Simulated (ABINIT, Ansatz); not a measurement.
# Tc (P6_3/mmc): phonons by linear response, part 3 of 4

How does Tc (P6_3/mmc) vibrate, and is this structure a minimum?

ABINIT 10.8.3; DFT PBE, scalar-relativistic, plane waves, PseudoDojo norm-conserving pseudopotentials.

So far. Step 4 (Ground state): The cell stands at -0.61 GPa: the relaxation ran with a smoothed and higher cutoff, and the difference is a stress of the finite basis. Step 5 (Linear response at Γ): The acoustic modes at Γ come out as far as 3.0 cm⁻¹ from zero, where they should vanish, a small numerical error. The relaxed cell has a = 2.755, c = 4.399 Å (conventional setting).

### 7. Dispersion

anaddb transforms the dynamical matrices to force constants and back along the path; points of the mesh come back as solved, but for the sum rule and, in polar crystals, the LO-TO term at Γ; the rest is interpolation.

anaddb.abi reads:

```
ddb_filepath "all_DDB"
output_file "anaddb.abo"
outdata_prefix "anaddb"
ifcflag 1
ngqpt 3 3 2
nqshft 1
q1shft 0.0 0.0 0.0
asr 1
chneut 0
dipdip 0
dipquad 0
quadquad 0
enunit 0
eivec 0
nph1l 93
qph1l 
    0.0 0.0 0.0 1.0
    0.05 0.0 0.0 1.0
    0.1 0.0 0.0 1.0
    0.15 0.0 0.0 1.0
    0.2 0.0 0.0 1.0
    0.25 0.0 0.0 1.0
    0.3 0.0 0.0 1.0
    0.35 0.0 0.0 1.0
    0.4 0.0 0.0 1.0
    0.45 0.0 0.0 1.0
    0.5 0.0 0.0 1.0
    0.48333333 0.03333333 0.0 1.0
    0.46666667 0.06666667 0.0 1.0
    0.45 0.1 0.0 1.0
    0.43333333 0.13333333 0.0 1.0
    0.41666667 0.16666667 0.0 1.0
    0.4 0.2 0.0 1.0
    0.38333333 0.23333333 0.0 1.0
    0.36666667 0.26666667 0.0 1.0
    0.35 0.3 0.0 1.0
    0.33333333 0.33333333 0.0 1.0
    0.3 0.3 0.0 1.0
    0.26666667 0.26666667 0.0 1.0
    0.23333333 0.23333333 0.0 1.0
    0.2 0.2 0.0 1.0
    0.16666667 0.16666667 0.0 1.0
    0.13333333 0.13333333 0.0 1.0
    0.1 0.1 0.0 1.0
    0.06666667 0.06666667 0.0 1.0
    0.03333333 0.03333333 0.0 1.0
    0.0 0.0 0.0 1.0
    0.0 0.0 0.05 1.0
    0.0 0.0 0.1 1.0
    0.0 0.0 0.15 1.0
    0.0 0.0 0.2 1.0
    0.0 0.0 0.25 1.0
    0.0 0.0 0.3 1.0
    0.0 0.0 0.35 1.0
    0.0 0.0 0.4 1.0
    0.0 0.0 0.45 1.0
    0.0 0.0 0.5 1.0
    0.05 0.0 0.5 1.0
    0.1 0.0 0.5 1.0
    0.15 0.0 0.5 1.0
    0.2 0.0 0.5 1.0
    0.25 0.0 0.5 1.0
    0.3 0.0 0.5 1.0
    0.35 0.0 0.5 1.0
    0.4 0.0 0.5 1.0
    0.45 0.0 0.5 1.0
    0.5 0.0 0.5 1.0
    0.48333333 0.03333333 0.5 1.0
    0.46666667 0.06666667 0.5 1.0
    0.45 0.1 0.5 1.0
    0.43333333 0.13333333 0.5 1.0
    0.41666667 0.16666667 0.5 1.0
    0.4 0.2 0.5 1.0
    0.38333333 0.23333333 0.5 1.0
    0.36666667 0.26666667 0.5 1.0
    0.35 0.3 0.5 1.0
    0.33333333 0.33333333 0.5 1.0
    0.3 0.3 0.5 1.0
    0.26666667 0.26666667 0.5 1.0
    0.23333333 0.23333333 0.5 1.0
    0.2 0.2 0.5 1.0
    0.16666667 0.16666667 0.5 1.0
    0.13333333 0.13333333 0.5 1.0
    0.1 0.1 0.5 1.0
    0.06666667 0.06666667 0.5 1.0
    0.03333333 0.03333333 0.5 1.0
    0.0 0.0 0.5 1.0
    0.5 0.0 0.5 1.0
    0.5 0.0 0.45 1.0
    0.5 0.0 0.4 1.0
    0.5 0.0 0.35 1.0
    0.5 0.0 0.3 1.0
    0.5 0.0 0.25 1.0
    0.5 0.0 0.2 1.0
    0.5 0.0 0.15 1.0
    0.5 0.0 0.1 1.0
    0.5 0.0 0.05 1.0
    0.5 0.0 0.0 1.0
    0.33333333 0.33333333 0.5 1.0
    0.33333333 0.33333333 0.45 1.0
    0.33333333 0.33333333 0.4 1.0
    0.33333333 0.33333333 0.35 1.0
    0.33333333 0.33333333 0.3 1.0
    0.33333333 0.33333333 0.25 1.0
    0.33333333 0.33333333 0.2 1.0
    0.33333333 0.33333333 0.15 1.0
    0.33333333 0.33333333 0.1 1.0
    0.33333333 0.33333333 0.05 1.0
    0.33333333 0.33333333 0.0 1.0
```

mrgddb.in reads:

```
all_DDB
merged
6
dfpt_gammao_DDB
dfpt_qo_DS1_DDB
dfpt_qo_DS2_DDB
dfpt_qo_DS3_DDB
dfpt_qo_DS4_DDB
dfpt_qo_DS5_DDB
```

Launch:

```sh
$ mrgddb < mrgddb.in > mrgddb.log
$ OMP_NUM_THREADS=1 anaddb anaddb.abi > anaddb.log
```

anaddb.abo, the main output file:

```text
[banners, grids, parts of the stress and lines that vanish by symmetry left out]
-outvars_anaddb: echo values of input variables ----------------------

 Flags :
[...]
Phonon wavevector (reduced coordinates) :  0.00000  0.00000  0.00000
 Phonon energies in Hartree :
[...]
Phonon frequencies in cm-1    :
-  0.000000E+00  0.000000E+00  0.000000E+00  9.592664E+01  1.320361E+02
-  1.320361E+02
[...]
Phonon wavevector (reduced coordinates) :  0.05000  0.00000  0.00000
 Phonon energies in Hartree :
[...]
Phonon frequencies in cm-1    :
-  2.139056E+01  2.214896E+01  3.617695E+01  9.862805E+01  1.321075E+02
-  1.349073E+02
[...]
Phonon wavevector (reduced coordinates) :  0.10000  0.00000  0.00000
 Phonon energies in Hartree :
[...]
Phonon frequencies in cm-1    :
-  4.228776E+01  4.360216E+01  7.137209E+01  1.062505E+02  1.323642E+02
-  1.429591E+02
[...]
Phonon wavevector (reduced coordinates) :  0.15000  0.00000  0.00000
 Phonon energies in Hartree :
[...]
Phonon frequencies in cm-1    :
-  6.188860E+01  6.370250E+01  1.046326E+02  1.177641E+02  1.329148E+02
-  1.548024E+02
[...]
Phonon wavevector (reduced coordinates) :  0.20000  0.00000  0.00000
 Phonon energies in Hartree :
[...]
Phonon frequencies in cm-1    :
-  7.917957E+01  8.186779E+01  1.321124E+02  1.338811E+02  1.350551E+02
-  1.687967E+02
[...]
Phonon wavevector (reduced coordinates) :  0.25000  0.00000  0.00000
 Phonon energies in Hartree :
[...]
Phonon frequencies in cm-1    :
-  9.346296E+01  9.762240E+01  1.353284E+02  1.480830E+02  1.617814E+02
-  1.834731E+02
  Phonon wavevector (reduced coordinates) :  0.30000  0.00000  0.00000
 Phonon energies in Hartree :
[...]
Phonon frequencies in cm-1    :
-  1.046724E+02  1.106222E+02  1.372023E+02  1.640869E+02  1.839483E+02
-  1.977433E+02
  Phonon wavevector (reduced coordinates) :  0.35000  0.00000  0.00000
 Phonon energies in Hartree :
[...]
Phonon frequencies in cm-1    :
-  1.130862E+02  1.206710E+02  1.392962E+02  1.784368E+02  2.007176E+02
-  2.108869E+02
  Phonon wavevector (reduced coordinates) :  0.40000  0.00000  0.00000
 Phonon energies in Hartree :
[...]
Phonon frequencies in cm-1    :
-  1.189672E+02  1.277244E+02  1.412644E+02  1.897094E+02  2.119619E+02
-  2.218440E+02
  Phonon wavevector (reduced coordinates) :  0.45000  0.00000  0.00000
 Phonon energies in Hartree :
[...]
Phonon frequencies in cm-1    :
-  1.224589E+02  1.318658E+02  1.426887E+02  1.968804E+02  2.184201E+02
-  2.290390E+02
  Phonon wavevector (reduced coordinates) :  0.50000  0.00000  0.00000
 Phonon energies in Hartree :
[...]
Phonon frequencies in cm-1    :
-  1.236184E+02  1.332255E+02  1.432111E+02  1.993384E+02  2.205443E+02
-  2.315211E+02
  Phonon wavevector (reduced coordinates) :  0.48333  0.03333  0.00000
 Phonon energies in Hartree :
[...]
Phonon frequencies in cm-1    :
-  1.247632E+02  1.339294E+02  1.440900E+02  1.991353E+02  2.204409E+02
-  2.312900E+02
  Phonon wavevector (reduced coordinates) :  0.46667  0.06667  0.00000
 Phonon energies in Hartree :
[...]
Phonon frequencies in cm-1    :
-  1.280677E+02  1.359619E+02  1.466425E+02  1.985261E+02  2.201424E+02
-  2.306031E+02
  Phonon wavevector (reduced coordinates) :  0.45000  0.10000  0.00000
 Phonon energies in Hartree :
[...]
Phonon frequencies in cm-1    :
-  1.331779E+02  1.390982E+02  1.506306E+02  1.975108E+02  2.196846E+02
-  2.294810E+02
[...]
Phonon wavevector (reduced coordinates) :  0.10000  0.00000  0.50000
 Phonon energies in Hartree :
[...]
Phonon frequencies in cm-1    :
-  1.027500E+02  1.027500E+02  1.123615E+02  1.123615E+02  1.994059E+02
-  1.994059E+02
  Phonon wavevector (reduced coordinates) :  0.15000  0.00000  0.50000
 Phonon energies in Hartree :
[...]
Phonon frequencies in cm-1    :
-  1.096830E+02  1.096830E+02  1.274274E+02  1.274274E+02  1.959642E+02
-  1.959642E+02
  Phonon wavevector (reduced coordinates) :  0.20000  0.00000  0.50000
 Phonon energies in Hartree :
[...]
Phonon frequencies in cm-1    :
-  1.178465E+02  1.178465E+02  1.414229E+02  1.414229E+02  1.927473E+02
-  1.927473E+02
  Phonon wavevector (reduced coordinates) :  0.25000  0.00000  0.50000
 Phonon energies in Hartree :
[...]
Phonon frequencies in cm-1    :
-  1.262888E+02  1.262888E+02  1.482493E+02  1.482493E+02  1.937393E+02
-  1.937393E+02
  Phonon wavevector (reduced coordinates) :  0.30000  0.00000  0.50000
 Phonon energies in Hartree :
[...]
Phonon frequencies in cm-1    :
-  1.342093E+02  1.342093E+02  1.443676E+02  1.443676E+02  2.014590E+02
-  2.014590E+02
  Phonon wavevector (reduced coordinates) :  0.35000  0.00000  0.50000
 Phonon energies in Hartree :
[...]
Phonon frequencies in cm-1    :
-  1.341528E+02  1.341528E+02  1.409799E+02  1.409799E+02  2.116029E+02
-  2.116029E+02
[...]
Phonon wavevector (reduced coordinates) :  0.33333  0.33333  0.05000
 Phonon energies in Hartree :
[...]
Phonon frequencies in cm-1    :
-  1.610430E+02  1.765956E+02  1.765956E+02  1.814797E+02  2.182851E+02
-  2.182851E+02
  Phonon wavevector (reduced coordinates) :  0.33333  0.33333  0.00000
 Phonon energies in Hartree :
[...]
Phonon frequencies in cm-1    :
-  1.605374E+02  1.788814E+02  1.788814E+02  1.812720E+02  2.180390E+02
-  2.180390E+02
-
```

Wall time 0.58 s (1 thread of Arm Neoverse V2, shared host).

Numbers from this step:

```
lowest frequency on the path : 0 cm⁻¹
```

Anaddb. Phonon branches along the path, in cm⁻¹:

```
    point  branch 1  branch 2  branch 3  branch 4  branch 5  branch 6
        Γ         0         0         0        96       132       132
  halfway        94        98       135       148       162       184
        M       124       133       143       199       220       232
  halfway       147       147       161       194       218       226
        K       160       179       179       181       218       218
  halfway       113       114       143       155       177       191
        Γ         0         0         0        96       132       132
  halfway        53        53       123       123       140       161
        A        96        96        96        96       202       202
  halfway       126       126       148       148       194       194
        L       110       110       150       150       228       228
  halfway        89        89       167       167       223       223
        H        62        62       185       185       217       217
  halfway       133       133       149       149       196       196
        A        96        96        96        96       202       202
jump to L       110       110       150       150       228       228
  halfway       106       141       148       166       223       233
        M       124       133       143       199       220       232
jump to H        62        62       185       185       217       217
  halfway       131       131       171       185       219       219
        K       160       179       179       181       218       218
```

The phonon branches as a text plot (rows in cm⁻¹):

```
    228 |       ****                      ***            ****
    219 |      *********                 *   *****        *******
    209 |     **        *               *         *
    199 |    ** ***      *        **** *           *  ***   *
    189 |      *   **            *    *        *    **     * **
    180 |    **     ***** *      *            * *            * **
    170 |   *      ** ** *                   *   *        *   **
    160 |    *    * *****  *                *     *             *
    151 |  *       *   * ** *         *  ***       **    **    *
    141 | *  ******     * *     *      **                 ***
    131 |****  ***       * ******    ****          * *   *  *
    121 |  *  ****         *             *          * *     *
    112 |    **             *  ***  **    *       *  *     *  *
    102 |*** *               *    ***      *          ** **
     92 |                 *   *   *         *           *
     83 |   *               *                *   *           *
     73 | *                *     *            * *
     63 |  *                   *               *
     53 |                   *
     44 | *                  *  *
     34 |*
     24 |*                   * *
     15 |
      5 |                     *
         Γ      M    K        Γ   A       L    H       A|L M|H  K
```

All branches are real along the path.

### 8. Density of states

Sums over the zone need many more wavevectors than were solved, so the interpolation is sampled on a dense mesh.

anaddb.abi reads:

```
ddb_filepath "all_DDB"
output_file "anaddb.abo"
outdata_prefix "anaddb"
ifcflag 1
ngqpt 3 3 2
nqshft 1
q1shft 0.0 0.0 0.0
asr 1
chneut 0
dipdip 0
dipquad 0
quadquad 0
prtdos 2
ng2qpt 19 19 10
dosdeltae 4.5563e-06
ntemper 11
temperinc 100.0
tempermin 0.0
```

Launch:

```sh
$ OMP_NUM_THREADS=1 anaddb anaddb.abi > anaddb.log
```

anaddb.abo, the main output file:

```text
-outvars_anaddb: echo values of input variables ----------------------

 Flags :
     ifcflag         1
 Miscellaneous information :
         asr         1
      chneut         0
 Interatomic Force Constants Inputs :
      dipdip         0
     dipquad         0
    quadquad         0
      ifcana         0
      ifcout         0
 Description of grid 1 :
        brav         1
       ngqpt         3         3         2
      nqshft         1
      q1shft
                     0.00000000E+00  0.00000000E+00  0.00000000E+00
 Phonon DOS information :
   dosdeltae  4.55630000E-06
    dossmear  4.55633525E-06
 Description of grid 2 (Fourier interp. or BZ sampling):
      ng2qpt        19        19        10
      ngrids         4
      q2shft         0.00000000E+00  0.00000000E+00  0.00000000E+00

================================================================================

 read the DDB information and perform some checks

  ==== Info on the Cryst% object ====
 Real(R)+Recip(G) space primitive vectors, cartesian coordinates (Bohr,Bohr^-1):
 R(1)=  5.2063993  0.0000000  0.0000000  G(1)=  0.1920713  0.1108924  0.0000000
 R(2)= -2.6031996  4.5088740  0.0000000  G(2)=  0.0000000  0.2217849  0.0000000
 R(3)=  0.0000000  0.0000000  8.3134975  G(3)=  0.0000000  0.0000000  0.1202863
 Unit cell volume ucvol=  1.9515934E+02 bohr^3
 Angles (23,13,12)=  9.00000000E+01  9.00000000E+01  1.20000000E+02 degrees
 Time-reversal symmetry is present
 Reduced atomic positions [iatom, xred, symbol]:
    1)    0.3333333  0.6666667  0.2500000  Tc
    2)    0.6666667  0.3333333  0.7500000  Tc

 DDB file with 6 blocks has been read.

================================================================================

 Calculation of the interatomic forces

       Homogeneous q point set in the B.Z.
 Grid q points  :       18
  1)   0.00000000E+00  0.00000000E+00  0.00000000E+00
  2)   3.33333333E-01  0.00000000E+00  0.00000000E+00
  3)  -3.33333333E-01  0.00000000E+00  0.00000000E+00
  4)   0.00000000E+00  3.33333333E-01  0.00000000E+00
  5)   3.33333333E-01  3.33333333E-01  0.00000000E+00
  6)  -3.33333333E-01  3.33333333E-01  0.00000000E+00
  7)   0.00000000E+00 -3.33333333E-01  0.00000000E+00
  8)   3.33333333E-01 -3.33333333E-01  0.00000000E+00
  9)  -3.33333333E-01 -3.33333333E-01  0.00000000E+00
 10)   0.00000000E+00  0.00000000E+00  5.00000000E-01
 11)   3.33333333E-01  0.00000000E+00  5.00000000E-01
 12)  -3.33333333E-01  0.00000000E+00  5.00000000E-01
 13)   0.00000000E+00  3.33333333E-01  5.00000000E-01
 14)   3.33333333E-01  3.33333333E-01  5.00000000E-01
 15)  -3.33333333E-01  3.33333333E-01  5.00000000E-01
 16)   0.00000000E+00 -3.33333333E-01  5.00000000E-01
 17)   3.33333333E-01 -3.33333333E-01  5.00000000E-01
 18)  -3.33333333E-01 -3.33333333E-01  5.00000000E-01

 The interatomic forces have been obtained

================================================================================

 Calculation of phonon density of states

 Average speed of sound partial sums:     0.1719546744E-02 (at units)
-                                   =           3.7618 [km/s]

 Debye frequency from partial sums:     0.1155494450E-02 (Ha)
-                                 =     0.7602788251E+01 (THz)
-Debye temperature from partial sums:     0.3648762885E+03 (K)

 Average speed of sound:     0.1704591291E-02 (at units)
-                      =           3.7291 [km/s]

 Debye frequency from DOS:     0.1145444742E-02 (Ha)
-                        =     0.7536664349E+01 (THz)
-Debye temperature from DOS:     0.3617028417E+03 (K)

-
```

Run time: 0.69 s. Hardware: 1 thread.

Read from the output:

```yaml
share_of_modes_beyond_3i_cm_minus1_on_the_dense_interpolated_mesh: 0
zero_point_energy_per_atom: 29.27 meV
heat_capacity_at_300_k: 23.73 J/(mol atoms K)
vibrational_entropy_at_300_k: 33.5 J/(mol atoms K)
```

The phonon density of states has structure finer than the step of the table below, so its rows give means over 10 cm⁻¹, whole bins alone (the curve runs from -30 to 248 cm⁻¹). Peaks (cm⁻¹: height): 132.0: 0.0735, 149.0: 0.0762, 218.0: 0.121.

Tetrahedra. The phonon density of states by wavenumber; means over each step:

```
wavenumber (cm⁻¹)  phonon density of states (1/cm⁻¹/cell)
                0                                  1.5e-6
               10                                  3.9e-5
               20                                  1.7e-4
               30                                  4.9e-4
               40                                  9.1e-4
               50                                 0.00157
               60                                 0.00244
               70                                 0.00440
               80                                 0.00754
               90                                  0.0116
              100                                  0.0202
              110                                  0.0320
              120                                  0.0509
              130                                  0.0594
              140                                  0.0605
              150                                  0.0703
              160                                  0.0462
              170                                  0.0344
              180                                  0.0300
              190                                  0.0288
              200                                  0.0237
              210                                  0.0316
              220                                  0.0665
              230                                  0.0155
              240                                       0
```

Harmonic thermodynamic functions per atom, summed over the density of states scaled to three modes an atom; melting is ignored. Thermodynamic functions:

```
T (K)  F_vib (meV/atom)  S (J/mol-atom/K)  C_V (J/mol-atom/K)
    0             29.27                 0                   0
   50             28.99              2.31               6.558
  100             25.77             10.36               16.51
  200              7.42             24.13               22.32
  300            -22.73              33.5               23.73
  400            -61.18             40.41               24.25
  500              -106             45.85                24.5
  600            -155.9             50.33               24.63
  700            -210.1             54.13               24.71
  800            -267.9             57.43               24.77
  900              -329             60.35                24.8
 1000            -392.9             62.97               24.83
```

At 300 K the heat capacity has reached 95 % of the Dulong-Petit value.

(Continued in part 4 of 4.)

[Host names and launcher messages were left out of these logs when they were recorded.]

[Logs are printed without paths, hosts, clocks, repeated set-up lines and the standing remarks that a program may print on its own settings, such as how far it seeks lower states.]

[Hosts, paths, dates, database ids (printed as entryN), source tags and the programs' standing remarks are cut or masked in the printed files.]
